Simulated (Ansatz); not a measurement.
# Screening in SrTiO3 (I4/mcm), part 2 of 2

How strongly does SrTiO3 (I4/mcm) screen? Routes: perturbation theory, a sum over states and the RPA step of G0W0.

Ansatz 0.2.0; linear response on PBE, plane waves, PAW. Known limits of the many-body steps: not at the basis limit; no spin-orbit coupling.

So far. Step 2 (Response to a homogeneous field): One over ε∞ averages 0.16, under the quarter of exact exchange in PBE0, which by this rule of thumb may open the gap too far. Step 3 (Independent-particle spectrum): The sum gives ε∞ = 6.34 without local fields.

### Step 3. Independent-particle spectrum (continued)

Level of this step: independent-particle optics on PBE, plane waves, PAW (Ansatz).

The loss function has structure finer than the step of the table below, so its rows give means over 1 eV, whole bins alone (the curve runs from 0 to 25 eV). Peaks (eV: height): xx=yy 12.9: 1.21, 14.8: 0.664; zz 12.9: 1.21, 14.8: 0.664.

Independent particles, no local fields, Gaussian width 0.2 eV. The loss function by photon energy; means over each step:

```tsv
photon energy (eV)	xx=yy	zz
1	0	0
2	0.00302	0.00305
3	0.0366	0.0366
4	0.0684	0.0685
5	0.158	0.158
6	0.212	0.211
7	0.137	0.137
8	0.171	0.172
9	0.248	0.248
10	0.319	0.319
11	0.336	0.336
12	0.473	0.472
13	1.12	1.12
14	0.549	0.553
15	0.455	0.457
16	0.314	0.314
17	0.277	0.278
18	0.261	0.261
19	0.287	0.288
20	0.330	0.332
21	0.311	0.310
22	0.225	0.224
23	0.254	0.253
24	0.258	0.257
```

### Step 4. RPA screening from the G0W0 run

Now the one-shot GW correction: screening in the RPA, then the self-energy of the levels asked for.

This step: G0W0 on PBE, plane waves, PAW.

input.yaml reads:

```yaml
crystal:
  lattice:
    - [-2.7555, 2.7555, 3.898]
    - [2.7555, -2.7555, 3.898]
    - [2.7555, 2.7555, -3.898]
  atoms:
    - { symbol: Sr, position: [0.75, 0.25, 0.5] }
    - { symbol: Sr, position: [0.25, 0.75, 0.5] }
    - { symbol: Ti, position: [0.0, 0.0, 0.0] }
    - { symbol: Ti, position: [0.5, 0.5, 0.0] }
    - { symbol: O, position: [0.25, 0.25, 0.0] }
    - { symbol: O, position: [0.75, 0.75, 0.0] }
    - { symbol: O, position: [0.7451, 0.2451, 0.9902] }
    - { symbol: O, position: [0.2451, 0.2549, 0.5] }
    - { symbol: O, position: [0.2549, 0.7549, 0.0098] }
    - { symbol: O, position: [0.7549, 0.7451, 0.5] }
kpoints:
  mp_grid: { grid: [4, 4, 4] }
hamiltonian:
  xc: pbe
scf:
  occupations: { method: fixed }
gw:
  n_empty_bands: 544
  ecut_chi: 160.0
  qp_bands: [v3, c3]
  qp_kpoints: band_edges
  screening: { model: contour_deformation }
```

On the command line:

```console
> ansatz run input.yaml --threads 3 --pin off --max-ram 92160MiB --backend cuda --events-out ev --progress --plain --runs-dir out --devices 1 --max-vram 13GiB  # rebuilt from the run's record
```

Numbers of over 12 decimals in the logs are rounded to 6 here.

What it wrote:

```text
GPUs: using 1 of 1 available (devices: 1).
[...]
GPU FFT provider: cuFFT
GPU libraries: cuBLAS 13.8.2, cuFFT 12.4.0, cuSOLVER 12.3.4
Crystal: 10 atoms, lattice volume = 118.387 Å³
Basis set: ecut = 420 eV, 2277 PW (Γ)
Bands: 50, of which v1, the nominal top of the filled ones, is band 40 counted from 1 (39 counted from 0)
Symmetry: 16 space group operations
[...]
k-points: 13 of 64
[...]
1    39      9.4919   -26.1151     4.3738   -21.2823  0.7259     9.0286     9.0328  root
[...]
12    40      9.9871   -25.9020     4.6106   -20.8370  0.7180     9.5283     9.5327  root
    12    41     12.1427   -12.9723    -6.7588   -20.8926  0.7334    13.3324    13.3042  root
    12    42     13.8930   -14.8422    -7.1891   -23.2092  0.6915    15.1157    15.0710  root
    12    43     13.8930   -14.8422    -7.1891   -23.2092  0.6915    15.1157    15.0710  root
[key lines of the parts left out:]
SCF converged after 6 iterations
Free energy (F): -15508.913692 eV
Fermi energy:    10.073781 eV
```

Wall time 36 s (1 × NVIDIA H100 80GB HBM3 (shared by 6 runs) with 3 threads of AMD EPYC 7R13 (Zen 3), shared host); peak memory 2.2 GiB; 57 s of CPU time.

This step gave:

```
bands summed                                 : 584
RPA ε∞ on this mesh (eigenvalues)            : 6.136, 6.136, 6.137
plane waves in the screening matrix          : 537
G0W0 gap on the mesh                         : 3.465 eV
k of the valence top                         : 0, 0, 0
k of the conduction bottom                   : 0, 0, 0
starting gap on the mesh                     : 1.901 eV
least direct G0W0 gap on the computed points : 3.465 eV
```

The gap on the mesh goes from 1.90 eV to 3.47 eV, a correction of +1.56 eV. Between the two edge states, bare exchange in place of the xc potential would open the gap by 12.69 eV, and correlation takes back 11.13 eV.

Mean over the mesh in bins of 0.25 1/Å. Static inverse dielectric function, diagonal against length of q+G:

length of q+G (Å⁻¹), static inverse dielectric function, diagonal and a bar from the least value:
```
     0.35      0.197 
     0.51      0.230 #
     0.70      0.271 ###
     0.96      0.335 #####
     1.24      0.409 ########
     1.50      0.475 ###########
     1.76      0.538 #############
     2.02      0.594 ###############
     2.26      0.642 #################
     2.49      0.684 ###################
     2.75      0.727 #####################
     3.00      0.762 ######################
     3.25      0.793 #######################
     3.51      0.819 ########################
     3.75      0.839 #########################
     4.00      0.858 ##########################
     4.25      0.875 ##########################
     4.51      0.891 ###########################
     4.75      0.904 ############################
     5.00      0.917 ############################
     5.24      0.928 ############################
     5.50      0.939 #############################
     5.75      0.948 #############################
     6.01      0.956 ##############################
     6.26      0.963 ##############################
     6.43      0.967 ##############################
```

### Step 5. The values together

Times are wall times on 1 × NVIDIA H100 80GB HBM3 (shared by 6 runs) with 3 threads of AMD EPYC 7R13 (Zen 3), shared host, good to a factor of about two.

```tsv
method	mesh	ε∞, low	middle	high	mean	time
perturbation theory (local fields and xc kernel)	6×6×6 (response on 216 points)	6.23	6.23	6.23	6.23	45 s
sum over states (no local fields)	6×6×6	6.34	6.34	6.34	6.34	34 s
RPA with local fields, on the GW mesh	4×4×4	6.14	6.14	6.14	6.14	36 s
```

### Step 6. Results

| Item | Value |
| --- | --- |
| perturbation theory (local fields and xc kernel) | 6.23, 6.23, 6.23 |
| sum over states (no local fields) | 6.34, 6.34, 6.34 |
| RPA with local fields, on the GW mesh | 6.14, 6.14, 6.14 |

**Reading.** Mean Born effective charge: Sr1 2.56, Ti3 7.31, O5 -3.29 e. The most distinct maxima of the ε₂ (xx=yy) lie at 4.4, 7.5, 11.3 and 23.5 eV, the highest at 4.4 eV. Distinct peaks of the loss function (xx=yy) stand at 12.9 and 14.8 eV; the one at 12.9 eV is strongest. The sum without local fields gives 6.34 in the mean against 6.23 by perturbation theory; local fields lower ε∞ and the xc kernel gives part of it back, though the sum also carries the error of its own mesh. The RPA values on the 4×4×4 mesh average 0.99 times those of perturbation theory (means 6.14 and 6.23). Without the xc kernel RPA should lie a little lower, and the mean does, by little. PBE usually puts the gap too low, which tends to raise ε∞. Ions are clamped, so the lattice part of the static constant is not in these numbers.

[Paths, hosts, dates, memory and timing lines, banners, echoed tables and standing remarks are left out of the program output.]

[Logs are printed without paths, hosts, clocks, repeated set-up lines and the standing remarks that a program may print on its own settings, such as how far it seeks lower states.]

[Runs of the session that timed out or met a known fault of the program may be left out.]

[Cells called generated may have been cut or substituted from an entry of the Crystallography Open Database or the Materials Project.]

[Hosts, paths, dates, database ids (printed as entryN), source tags and the programs' standing remarks are cut or masked in the printed files.]
